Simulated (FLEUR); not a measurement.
# Magnetic state of MnS (Browneite) from several starts, part 2 of 3

Does MnS (Browneite) prefer parallel or opposed moments?

FLEUR MaX-R8.1; LDA (VWN) with U = 4.9 eV, J = 0.9 eV on Mn d; all-electron FLAPW, Dirac cores, scalar-relativistic bands.

So far, largest spin moment in the muffin-tin sphere (μB): step 2 (order 1, typed as ferro +) 4.70.

**3. Run 2 (antiferro q=(0,1/2,1/2) +-)**

Another pattern of signs weighs the neighbour shells otherwise.

The cell is doubled to 4 atoms to hold this order. The mesh is halved along the doubled vector, so that both cells sample the same points. The k list default-1 (kpts.xml, not shown) is a Γ-centred 6×3×6 mesh.

inp.xml

```
<?xml version="1.0" encoding="UTF-8" standalone="no"?>
<fleurInput fleurInputVersion="0.39">
   <comment>
      MnS
   </comment>
   <calculationSetup>
      <cutoffs Kmax="4.26" Gmax="12.8" GmaxXC="12.8" numbands="0"/>
      <scfLoop itmax="130" minDistance="0.0001" maxIterBroyd="15" imix="Anderson" alpha="0.05" precondParam="0.0" spinf="2.0" sdNocoIR="T"/>
      <coreElectrons ctail="T" frcor="F" kcrel="0" coretail_lmax="0"/>
      <xcFunctional name="vwn" relativisticCorrections="F"/>
      <magnetism jspins="2"/>
      <soc l_soc="F" theta="0.0" phi="0.0" spav="F"/>
      <expertModes spex="0" secvar="F"/>
      <geometryOptimization l_f="F" forcealpha="1.0" forcemix="BFGS" epsdisp="0.00001" epsforce="0.00001"/>
      <ldaU l_linMix="F" mixParam="0.05" spinf="1.0"/>
   </calculationSetup>
   <cell>
      <bzIntegration valenceElectrons="42.0" mode="hist" fermiSmearingEnergy="0.00293995">
         <kPointListSelection listName="default-1"/>
         <xi:include xmlns:xi="http://www.w3.org/2001/XInclude" href="kpts.xml"> </xi:include>
      </bzIntegration>
      <xi:include xmlns:xi="http://www.w3.org/2001/XInclude" href="sym.xml"> </xi:include>
      <bulkLattice scale="1.0">
         <bravaisMatrix>
            <row-1>    0.0000000000000000     5.2912331488799991     5.2912331488799991</row-1>
            <row-2>   10.5824662977599981     0.0000000000000000    10.5824662977599981</row-2>
            <row-3>   10.5824662977599981     5.2912331488799991     5.2912331488799991</row-3>
         </bravaisMatrix>
      </bulkLattice>
   </cell>
   <atomSpecies>
      <species name="Manganese 4.500" element="Mn" atomicNumber="25">
         <mtSphere radius="2.7" gridPoints="893" logIncrement="0.014"/>
         <atomicCutoffs lmax="10" lnonsphr="8"/>
         <electronConfig flipSpins="F">
            <coreConfig>(1s1/2) (2s1/2) (2p1/2) (2p3/2)</coreConfig>
            <valenceConfig>(3s1/2) (3p1/2) (3p3/2) (4s1/2) (3d3/2) (3d5/2)</valenceConfig>
            <stateOccupation state="(3d3/2)" spinUp="1.75" spinDown="0.25"/>
            <stateOccupation state="(3d5/2)" spinUp="3.0" spinDown="0.0"/>
         </electronConfig>
         <energyParameters s="4" p="4" d="3" f="4"/>
         <ldaU l="2" U="4.9" J="0.9" l_amf="F"/>
         <lo type="SCLO" l="0" n="3" eDeriv="0"/>
         <lo type="SCLO" l="1" n="3" eDeriv="0"/>
      </species>
      <species name="Manganese -4.500" element="Mn" atomicNumber="25">
         <mtSphere radius="2.7" gridPoints="893" logIncrement="0.014"/>
         <atomicCutoffs lmax="10" lnonsphr="8"/>
         <electronConfig flipSpins="F">
            <coreConfig>(1s1/2) (2s1/2) (2p1/2) (2p3/2)</coreConfig>
            <valenceConfig>(3s1/2) (3p1/2) (3p3/2) (4s1/2) (3d3/2) (3d5/2)</valenceConfig>
            <stateOccupation state="(3d3/2)" spinUp="0.25" spinDown="1.75"/>
            <stateOccupation state="(3d5/2)" spinUp="0.0" spinDown="3.0"/>
         </electronConfig>
         <energyParameters s="4" p="4" d="3" f="4"/>
         <ldaU l="2" U="4.9" J="0.9" l_amf="F"/>
         <lo type="SCLO" l="0" n="3" eDeriv="0"/>
         <lo type="SCLO" l="1" n="3" eDeriv="0"/>
      </species>
      <species name="Sulfur (S)" element="S" atomicNumber="16">
         <mtSphere radius="1.76" gridPoints="583" logIncrement="0.02"/>
         <atomicCutoffs lmax="6" lnonsphr="4"/>
         <electronConfig flipSpins="F">
            <coreConfig>(1s1/2) (2s1/2) (2p1/2) (2p3/2)</coreConfig>
            <valenceConfig>(3s1/2) (3p1/2) (3p3/2)</valenceConfig>
            <stateOccupation state="(3p1/2)" spinUp="0.666667" spinDown="0.666667"/>
            <stateOccupation state="(3p3/2)" spinUp="1.333333" spinDown="1.333333"/>
         </electronConfig>
         <energyParameters s="3" p="3" d="3" f="4"/>
      </species>
   </atomSpecies>
   <atomGroups>
      <atomGroup species="Manganese 4.500">
         <relPos label="                   1">.0000000000 .0000000000 .0000000000</relPos>
         <force calculate="T" relaxXYZ="TTT"/>
      </atomGroup>
      <atomGroup species="Manganese -4.500">
         <relPos label="                   2">.0000000000 1.000/2.000 .0000000000</relPos>
         <force calculate="T" relaxXYZ="TTT"/>
      </atomGroup>
      <atomGroup species="Sulfur (S)">
         <relPos label="                   3">1.000/4.000 .0000000000 1.000/4.000</relPos>
         <relPos label="                   4">1.000/4.000 1.000/2.000 1.000/4.000</relPos>
         <force calculate="T" relaxXYZ="TTT"/>
      </atomGroup>
   </atomGroups>
   <output dos="F" band="F" slice="F">
      <bandDOS minEnergy="-.5*Htr" maxEnergy="0.5*Htr" sigma="0.015" storeEVData="T"/>
      <plotting iplot="0" polar="F">
         <plot TwoD="T" vec1="  1.0  0.0  0.0" vec2="  0.0  1.0  0.0" vec3="  0.0  0.0  1.0" zero="  0.0  0.0  0.0" file="plot"/>
      </plotting>
      <moessbauerParams electricFieldGradient="F" isomerShift="F" coreHyperfine="F" valenceHyperfine="F"/>
   </output>
</fleurInput>
```

crystal.txt

```
MnS
&input film=F cartesian=F /
0.00000000000  2.80000000000  2.80000000000
5.60000000000  0.00000000000  5.60000000000
5.60000000000  2.80000000000  2.80000000000
1.8897261246
1.0 1.0 1.0

4
25 0.00000000000  0.00000000000  0.00000000000 : 4.500
25 0.00000000000  0.50000000000  0.00000000000 : -4.500
16 0.25000000000  0.00000000000  0.25000000000
16 0.25000000000  0.50000000000  0.25000000000

&kpt div1=6 div2=3 div3=6 gamma=T /
```

Command:

```
$ OMP_NUM_THREADS=1 inpgen -f crystal.txt > inpgen.log  # inp.xml is then edited as shown
$ OMP_NUM_THREADS=1 mpirun -n 4 fleur_MPI > fleur.log
```

Output:

```text
[banner, memory and clock lines left out]
Welcome to FLEUR        (www.flapw.de)
      MaX-Release 8.1          (www.max-centre.eu)

 ========== k-point set info ==========
 Selected k-point list: default-1
 k-point list type: mesh
 0 x 0 x 0
 Number of k points: 36

 ------------Calculation Setup---------------------------
 Number of PE/node        :            4
 Number of OMP-threads    :            1
 k-points in parallel     :            4
 pe's per k-point         :            1
 No of k-point loops      :            9
 Eigenvalue solver        :       lapack
 Number of basis functions:          818
 Approximate size of matrices (H+S) per k-point:         0.020 GB
 no density matrix found ... skipping LDA+U
 Reset of history
 Iteration:     1   Distance:       8.62274161 me/bohr^3
 Iteration:     2   Distance:       8.46865906 me/bohr^3
 Iteration:     3   Distance:       7.79771193 me/bohr^3
 Iteration:     4   Distance:       4.22195411 me/bohr^3
 Iteration:     5   Distance:       2.56213771 me/bohr^3
 Iteration:     6   Distance:       1.81596761 me/bohr^3
 Iteration:     7   Distance:       0.49130310 me/bohr^3
 Iteration:     8   Distance:       0.33817033 me/bohr^3
 Iteration:     9   Distance:       0.06280402 me/bohr^3
 Iteration:    10   Distance:       0.05275436 me/bohr^3
 Iteration:    11   Distance:       0.00484161 me/bohr^3
 Iteration:    12   Distance:       0.00441838 me/bohr^3
 Iteration:    13   Distance:       0.00096935 me/bohr^3
 Iteration:    14   Distance:       0.00094718 me/bohr^3
 Iteration:    15   Distance:       0.00019113 me/bohr^3
 Iteration:    16   Distance:       0.00002609 me/bohr^3

 ********************************************************************
 Run finished successfully
 Stop message:
   all done
 ********************************************************************

--- out.xml (last complete iteration) ---
<iteration numberForCurrentRun="   16" overallNumber="   16">
         [... left out ...]
         <bandgap value="2.5099551882" units="eV"/>
         <sumValenceSingleParticleEnergies value="-30.6493832054" units="Htr"/>
         <FermiEnergy value="0.1268847891" units="Htr"/>
         <valenceDensity>
            <mtCharges spin="1">
               <mtCharge atomType="1" total="9.4227323" s="1.2481159" p="3.2934365" d="4.8400938" f="0.0291242"/>
               <mtCharge atomType="2" total="4.8469693" s="1.2085978" p="3.2302752" d="0.3645655" f="0.0306097"/>
               <mtCharge atomType="3" total="1.5428110" s="0.5520883" p="0.9809467" d="0.0090342" f="0.0006100"/>
            </mtCharges>
            <mtCharges spin="2">
               <mtCharge atomType="1" total="4.8469693" s="1.2085978" p="3.2302752" d="0.3645655" f="0.0306097"/>
               <mtCharge atomType="2" total="9.4227323" s="1.2481159" p="3.2934365" d="4.8400938" f="0.0291242"/>
               <mtCharge atomType="3" total="1.5428110" s="0.5520883" p="0.9809467" d="0.0090342" f="0.0006100"/>
            </mtCharges>
            <spinDependentCharge spin="1" total="21.0000000" interstitial="3.6446763" mtSpheres="17.3553237"/>
            <spinDependentCharge spin="2" total="21.0000000" interstitial="3.6446763" mtSpheres="17.3553237"/>
            <totalCharge value="42.0000000000"/>
         </valenceDensity>
         [... left out ...]
         <magneticMomentsInMTSpheres units="muBohr">
            <globalMagMoment atomType="1" vec="0.00000   0.00000   4.57576"/>
            <localMagMoment atomType="1" vec="0.00000   0.00000   4.57576"/>
            <globalMagMoment atomType="2" vec="0.00000   0.00000  -4.57576"/>
            <localMagMoment atomType="2" vec="0.00000   0.00000  -4.57576"/>
            <globalMagMoment atomType="3" vec="0.00000   0.00000   0.00000"/>
            <localMagMoment atomType="3" vec="0.00000   0.00000   0.00000"/>
         </magneticMomentsInMTSpheres>
         [... left out ...]
         <totalEnergy value="    -3109.0759352512" units="Htr">
            <sumOfEigenvalues value="    -1795.8403031994">
               <coreElectrons value="-1765.1909199940"/>
               <valenceElectrons value="-30.6493832054"/>
            </sumOfEigenvalues>
            <densityCoulombPotentialIntegral value="-4737.6969846256"/>
            <densityEffectivePotentialIntegral value="-4935.1927576501"/>
            <chargeDenXCDenIntegral value="-149.2762954917"/>
            <FockExchangeEnergyValence value="0.0000000000"/>
            <FockExchangeEnergyCore value="0.0000000000"/>
         [... left out ...]
            <dftUCorrection value="-0.6937395508"/>
            <tkbTimesEntropy value="0.0000000000"/>
            <freeEnergy value="-3109.0759352512"/>
            <extrapolationTo0K value="-3109.0759352512"/>
         </totalEnergy>
         [... left out ...]
         <ldaUDensityMatrixConvergence>
            <distance spin="1" distance="0.000002"/>
            <distance spin="2" distance="0.000002"/>
         </ldaUDensityMatrixConvergence>
         <densityConvergence units="me/bohr^3">
            <chargeDensity spin="1" distance="0.0000147732"/>
            <chargeDensity spin="2" distance="0.0000147730"/>
            <overallChargeDensity distance="0.0000260855"/>
            <spinDensity distance="0.0000138754"/>
         </densityConvergence>
      </iteration>
```

Wall time 3.7 min (4 MPI ranks of Arm Neoverse V1, shared host); peak memory 0.6 GiB; 14 min of CPU time.

Spin moment in the muffin-tin sphere by atom:

```tsv
atom	spin moment in the muffin-tin sphere (μB)
Mn1	4.58
Mn2	-4.58
S3	0.00
S4	0.00
```

Read from the output:

| Item | Value |
| --- | --- |
| free energy | -84602.2661 eV |
| program's band gap on this mesh (in a metal only a level spacing) | 2.510 eV |
| magnetization | 0 μB |
| final state | antiferromagnetic |

It lies 103 meV a seeded atom under the first start, and its largest moment is 4.58 μB against 4.70 μB.

**4. Order 3, typed as antiferro q=(0,0,1/2) +-**

Reversing part of the moments tests the sign of the couplings between them.

This order needs a doubled cell of 4 atoms. The mesh is halved along the doubled vector, so that both cells sample the same points. The k list default-1 (kpts.xml, not shown) is a Γ-centred 6×6×3 mesh.

Changes to inp.xml since step 3:

```diff
@@ -25,4 +25,4 @@
             <row-1>    0.0000000000000000     5.2912331488799991     5.2912331488799991</row-1>
-            <row-2>   10.5824662977599981     0.0000000000000000    10.5824662977599981</row-2>
-            <row-3>   10.5824662977599981     5.2912331488799991     5.2912331488799991</row-3>
+            <row-2>    5.2912331488799991     0.0000000000000000     5.2912331488799991</row-2>
+            <row-3>   10.5824662977599981    10.5824662977599981     0.0000000000000000</row-3>
          </bravaisMatrix>
@@ -77,3 +77,3 @@
       <atomGroup species="Manganese -4.500">
-         <relPos label="                   2">.0000000000 1.000/2.000 .0000000000</relPos>
+         <relPos label="                   2">.0000000000 .0000000000 1.000/2.000</relPos>
          <force calculate="T" relaxXYZ="TTT"/>
@@ -81,4 +81,7 @@
       <atomGroup species="Sulfur (S)">
-         <relPos label="                   3">1.000/4.000 .0000000000 1.000/4.000</relPos>
-         <relPos label="                   4">1.000/4.000 1.000/2.000 1.000/4.000</relPos>
+         <relPos label="                   3">1.000/4.000 1.000/4.000 1.000/8.000</relPos>
+         <force calculate="T" relaxXYZ="TTT"/>
+      </atomGroup>
+      <atomGroup species="Sulfur (S)">
+         <relPos label="                   4">1.000/4.000 1.000/4.000 -3.000/8.000</relPos>
          <force calculate="T" relaxXYZ="TTT"/>
```

crystal.txt

```
MnS
&input film=F cartesian=F /
0.00000000000  2.80000000000  2.80000000000
2.80000000000  0.00000000000  2.80000000000
5.60000000000  5.60000000000  0.00000000000
1.8897261246
1.0 1.0 1.0

4
25 0.00000000000  0.00000000000  0.00000000000 : 4.500
25 0.00000000000  0.00000000000  0.50000000000 : -4.500
16 0.25000000000  0.25000000000  0.12500000000
16 0.25000000000  0.25000000000  0.62500000000

&kpt div1=6 div2=6 div3=3 gamma=T /
```

Output:

```text
[banner, memory and clock lines left out]
Welcome to FLEUR        (www.flapw.de)
      MaX-Release 8.1          (www.max-centre.eu)

 ========== k-point set info ==========
 Selected k-point list: default-1
 k-point list type: mesh
 0 x 0 x 0
 Number of k points: 36

 [... set-up left out ...]
 no density matrix found ... skipping LDA+U
 Reset of history
 Iteration:     1   Distance:       8.66500420 me/bohr^3
 Iteration:     2   Distance:       8.48711765 me/bohr^3
 Iteration:     3   Distance:       7.81309266 me/bohr^3
 Iteration:     4   Distance:       4.19871824 me/bohr^3
[...]
[... left out ...]
            <freeEnergy value="-3109.0742152435"/>
            <extrapolationTo0K value="-3109.0742152435"/>
         </totalEnergy>
         [... left out ...]
         <ldaUDensityMatrixConvergence>
            <distance spin="1" distance="0.000006"/>
            <distance spin="2" distance="0.000006"/>
         </ldaUDensityMatrixConvergence>
         <densityConvergence units="me/bohr^3">
            <chargeDensity spin="1" distance="0.0000458071"/>
            <chargeDensity spin="2" distance="0.0000458071"/>
            <overallChargeDensity distance="0.0000871581"/>
            <spinDensity distance="0.0000282250"/>
         </densityConvergence>
      </iteration>
```

Run time: 3.7 min. Hardware: 4 MPI ranks; peak memory 0.67 GiB.

Spin moment in the muffin-tin sphere by atom:

```tsv
atom	spin moment in the muffin-tin sphere (μB)
Mn1	4.61
Mn2	-4.61
S3	0.02
S4	-0.02
```

Numbers from this step:

* free energy: -84602.2193 eV
* program's band gap on this mesh (in a metal only a level spacing): 2.075 eV
* magnetization: 0 μB
* final state: antiferromagnetic

It lies 79.9 meV a seeded atom under the first start, and its largest moment is 4.60 μB against 4.70 μB.

**5. Ranking**

Free energies are divided by the number of seeded atoms, so that cells of unlike size compare. Wavevectors q in the names are fractions of the primitive cell's reciprocal vectors.

Orders:

```tsv
start	final state	typed order kept	energy over the lowest (meV a seeded atom)	largest sphere moment (μB)	net moment (μB a primitive cell)	mesh matched	CPU time (s)
ferro +	ferromagnetic	yes	103.3	4.701	5	yes	71.9
antiferro q=(0,1/2,1/2) +-	antiferromagnetic	yes	0	4.576	0	yes	867.7
antiferro q=(0,0,1/2) +-	antiferromagnetic	yes	23.4	4.605	0	yes	877
```

(Continued in part 3 of 3.)

[Logs and program files are shortened in this print: banners, set-up blocks, solver, clock and traceback lines can be left out without a mark of their own.]

[Logs are printed without paths, hosts, clocks, repeated set-up lines and the standing remarks that a program may print on its own settings, such as how far it seeks lower states.]

[Hosts, paths, dates, database ids (printed as entryN), source tags and the programs' standing remarks are cut or masked in the printed files.]

[Where a cell is said to come from a database of computed structures, the database is the Materials Project.]
